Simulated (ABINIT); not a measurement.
## InP (F-43m): one start, several treatments of the self-energy

Aim: compare treatments of exchange, screening and correlation for the gap of InP (F-43m).

Calculated with ABINIT 10.8.3; PBE and many-body steps on it, plane waves.

Report form: the programs' logs are mostly left out.

**1. Starting point**

Symmetry: F-43m, No. 216, cubic system. Conventional cell: a = 5.869 Å, b = 5.869 Å, c = 5.869 Å, α = 90.00°, β = 90.00°, γ = 90.00°. In has 4 P at 2.54 Å nearest. Nearest to P lie 4 In at 2.54 Å. Farther neighbours are not listed.

The cell and positions come from the Crystallography Open Database and are kept as given unless a step says otherwise.

**2. Empty states on the mesh, 4×4×4 mesh, 171 bands**

This step: ABINIT 10.8.3; DFT, PBE, plane waves, norm-conserving pseudopotentials.

The sums over transitions need many empty states on a uniform mesh; this step solves for them.

The input, run.abi:

```
acell 3*1.0 Angstrom
rprim 
  -0.000000000000 2.934350000000 2.934350000000
  2.934350000000 -0.000000000000 2.934350000000
  2.934350000000 2.934350000000 -0.000000000000
ntypat 2
znucl 49 15
natom 2
typat 1 2
xred 
  0.000000000000 0.000000000000 0.000000000000
  0.250000000000 0.250000000000 0.250000000000
pp_dirpath "pseudos"
pseudos "In.upf, P.upf"
ecut 33
ngkpt 4 4 4
nshiftk 1
shiftk 0 0 0
kptopt 1
chksymbreak 0
irdden 1
istwfk *1
nband 171
prtvol 0
optdriver 6
gwr_task "HDIAGO"
paral_kgb 0
occopt 1
indata_prefix "in"
outdata_prefix "out"
tmpdata_prefix "tmp"
```

Command:

```sh
OMP_NUM_THREADS=1 mpirun -n 8 abinit run.abi > log
```

It took 20 s on 8 MPI ranks of AMD EPYC 7R43, shared host; peak memory 4.6 GiB; 2.6 min of CPU time.

Numbers from this step:

```yaml
gap: 0.6876 eV
k_of_the_valence_top: 0, 0, 0
k_of_the_conduction_bottom: 0, 0, 0
least_direct_gap: 0.6876 eV
k_points_computed: 8
lowest_point_of_the_top_converged_band_above_the_valence_top: 108.3063 eV
```

On this mesh the gap is 0.688 eV.

The density comes from a self-consistent run that is not shown.

**3. Screening, 4×4×4 mesh, 163 bands, screening to 190.5 eV**

The RPA dielectric matrix is built and inverted for each q.

This step: RPA screening on PBE, plane waves, norm-conserving pseudopotentials.

run.abi, as its differences from that of step 2:

```diff
@@ -20,10 +20,11 @@
 chksymbreak 0
-irdden 1
 istwfk *1
-nband 171
-prtvol 0
-optdriver 6
-gwr_task "HDIAGO"
-paral_kgb 0
 occopt 1
+irdwfk 1
+optdriver 3
+nband 163
+ecuteps 7
+inclvkb 2
+awtr 1
+symchi 1
 indata_prefix "in"
```

Elapsed: 28 s, on 8 MPI ranks; peak memory 1.7 GiB.

Numbers from this step:

```yaml
eps_infinity_with_local_fields_on_this_mesh_along_the_program_s_q_direction: 47.20
the_same_without_local_fields: 49.81
plasma_frequency: 26.64 eV
plane_waves_in_the_screening_matrix: 307
```

Local fields lower ε∞ by 5 %. On a Γ-centred mesh this coarse the value itself is usually too large, while a short band sum pulls it down.

**4. G0W0, Godby-Needs plasmon pole**

The self-energy is evaluated for the states that the input lists, and the levels follow from it, in one-shot runs by the linearised quasiparticle equation.

This step: G0W0 on PBE, plane waves, norm-conserving pseudopotentials.

run.abi, as its differences from that of step 3:

```diff
@@ -23,8 +23,15 @@
 irdwfk 1
-optdriver 3
+optdriver 4
 nband 163
+gwcalctyp 0
+ecutsigx 33
+symsigma 1
+nkptgw 1
+kptgw 
+  0.0000000000 0.0000000000 0.0000000000
+bdgw 
+  11 17
 ecuteps 7
-inclvkb 2
-awtr 1
-symchi 1
+irdscr 1
+ppmodel 1
 indata_prefix "in"
```

Elapsed: 9.4 s, on 8 MPI ranks; peak memory 1.7 GiB; 72 s of CPU time.

Numbers from this step:

```
G0W0 gap on the points computed              : 1.347 eV
starting gap on the mesh                     : 0.6876 eV
k of the valence top                         : 0, 0, 0
k of the conduction bottom                   : 0, 0, 0
Z at the valence top                         : 0.776
Z at the conduction bottom                   : 0.79
least direct G0W0 gap on the computed points : 1.347 eV
```

The gap on the mesh goes from 0.69 eV to 1.35 eV, a correction of +0.66 eV.

**5. G0W0, Hybertsen-Louie plasmon pole**

run.abi, as its differences from that of step 4:

```diff
@@ -35,3 +35,3 @@
 irdscr 1
-ppmodel 1
+ppmodel 2
 indata_prefix "in"
```

Run time: 11 s. Hardware: 8 MPI ranks; peak memory 1.5 GiB.

This step gave:

```
G0W0 gap on the points computed              : 1.437 eV
starting gap on the mesh                     : 0.6876 eV
k of the valence top                         : 0, 0, 0
k of the conduction bottom                   : 0, 0, 0
Z at the valence top                         : 0.842
Z at the conduction bottom                   : 0.849
least direct G0W0 gap on the computed points : 1.437 eV
```

Against G0W0 in ABINIT (4×4×4 mesh, 163 bands, screening to 190.5 eV, Godby-Needs plasmon pole), the gap moves by +0.090 eV.

**6. G0W0, von der Linden-Horsch plasmon pole**

run.abi, as its differences from that of step 5:

```diff
@@ -35,3 +35,3 @@
 irdscr 1
-ppmodel 2
+ppmodel 3
 indata_prefix "in"
```

Wall time 6.7 s (8 MPI ranks); peak memory 1.4 GiB.

This step gave:

```
G0W0 gap on the points computed              : 1.354 eV
starting gap on the mesh                     : 0.6876 eV
k of the valence top                         : 0, 0, 0
k of the conduction bottom                   : 0, 0, 0
least direct G0W0 gap on the computed points : 1.354 eV
```

Against G0W0 in ABINIT (4×4×4 mesh, 163 bands, screening to 190.5 eV, Godby-Needs plasmon pole), the gap moves by +0.007 eV.

**7. G0W0, Engel-Farid plasmon pole**

run.abi, as its differences from that of step 6:

```diff
@@ -35,3 +35,3 @@
 irdscr 1
-ppmodel 3
+ppmodel 4
 indata_prefix "in"
```

Run time: 7.7 s. Hardware: 8 MPI ranks; peak memory 1.2 GiB; 59 s of CPU time.

Numbers from this step:

```
G0W0 gap on the points computed              : 1.249 eV
starting gap on the mesh                     : 0.6876 eV
k of the valence top                         : 0, 0, 0
k of the conduction bottom                   : 0, 0, 0
least direct G0W0 gap on the computed points : 1.249 eV
```

Against G0W0 in ABINIT (4×4×4 mesh, 163 bands, screening to 190.5 eV, Godby-Needs plasmon pole), the gap moves by −0.098 eV.

**8. One-shot Hartree-Fock**

This step: one-shot Hartree-Fock on PBE, plane waves, norm-conserving pseudopotentials.

run.abi, as its differences from that of step 7:

```diff
@@ -24,4 +24,4 @@
 optdriver 4
-nband 163
-gwcalctyp 0
+nband 17
+gwcalctyp 5
 ecutsigx 33
@@ -33,5 +33,4 @@
   11 17
-ecuteps 7
-irdscr 1
-ppmodel 4
+ixc_sigma 40
+fftgw 31
 indata_prefix "in"
```

Elapsed: 3.3 s, on 8 MPI ranks; peak memory 1 GiB.

This step gave:

```
quasiparticle gap on the points computed              : 6.578 eV
starting gap on the mesh                              : 0.6876 eV
k of the valence top                                  : 0, 0, 0
k of the conduction bottom                            : 0, 0, 0
least direct quasiparticle gap on the computed points : 6.578 eV
```

Against G0W0 in ABINIT (4×4×4 mesh, 163 bands, screening to 190.5 eV, Godby-Needs plasmon pole), the gap moves by +5.231 eV.

**9. Side by side**

Times are wall times on 8 MPI ranks of AMD EPYC 7R43, shared host, good to a factor of about two. A run's time includes the screening step that it read.

| run | mesh | bands | screening cutoff (eV) | DFT gap (eV) | gap on the mesh (eV) | direct (eV) | ε∞ used | time |
| --- | --- | --- | --- | --- | --- | --- | --- | --- |
| G0W0, Godby-Needs plasmon pole | 4×4×4 | 163 | 190.5 | 0.688 | 1.347 | 1.347 | 47.20 | 38 s |
| G0W0, Hybertsen-Louie plasmon pole | 4×4×4 | 163 | 190.5 | 0.688 | 1.437 | 1.437 | 47.20 | 40 s |
| G0W0, von der Linden-Horsch plasmon pole | 4×4×4 | 163 | 190.5 | 0.688 | 1.354 | 1.354 | 47.20 | 35 s |
| G0W0, Engel-Farid plasmon pole | 4×4×4 | 163 | 190.5 | 0.688 | 1.249 | 1.249 | 47.20 | 36 s |
| one-shot Hartree-Fock | 4×4×4 | - | - | 0.688 | 6.578 | 6.578 | - | 3.3 s |

**10. Summary of results**

```yaml
g0w0_godby_needs_plasmon_pole: 1.347 eV
g0w0_hybertsen_louie_plasmon_pole: 1.437 eV
g0w0_von_der_linden_horsch_plasmon_pole: 1.354 eV
g0w0_engel_farid_plasmon_pole: 1.249 eV
one_shot_hartree_fock: 6.578 eV
known_limits: not at the basis limit; mesh may overstate the screening; no spin-orbit coupling; coarse k mesh
```

In words: G0W0, Hybertsen-Louie plasmon pole: +0.090 eV against G0W0, Godby-Needs plasmon pole. G0W0, von der Linden-Horsch plasmon pole: +0.007 eV against G0W0, Godby-Needs plasmon pole. G0W0, Engel-Farid plasmon pole: −0.098 eV against G0W0, Godby-Needs plasmon pole. One-shot Hartree-Fock: +5.231 eV against G0W0, Godby-Needs plasmon pole. Bare exchange alone opens the gap to 6.58 eV; against G0W0, correlation takes back 5.23 eV. Bands and cutoff are finite, so the gap is not at the basis limit. The miss can reach some tenths of an eV and take either sign; the mesh is an error of its own. In the G0W0 runs levels were corrected at 1 k point alone, so a gap called «on the mesh» is the least over those, and an edge elsewhere would be missed. The 4×4×4 mesh is coarse for this cell, which bears on the long-range parts of exchange and screening. For the PBE start: The RPA ε∞ on this mesh reaches over 25; with a narrow direct gap a coarse mesh can overstate it, and the correction is then too small. The many-body steps are scalar-relativistic: spin-orbit coupling is not in them.

[Paths, hosts, dates, memory and timing lines, banners, echoed tables and standing remarks are left out of the program output.]

[Logs are printed without paths, hosts, clocks, repeated set-up lines and the standing remarks that a program may print on its own settings, such as how far it seeks lower states.]

[Runs of the session that timed out or met a known fault of the program may be left out.]

[Hosts, paths, dates, database ids (printed as entryN), source tags and the programs' standing remarks are cut or masked in the printed files.]

[G0W0 gaps are taken among the corrected bands and points alone; a level outside them can change the order at an edge.]

[Where Ansatz stands beside ABINIT at settings called matched, ABINIT's density can come from a denser mesh and the files from another edition; pairs whose starting gaps differed by over 0.03 eV were left out, so agreement reads better than it is.]
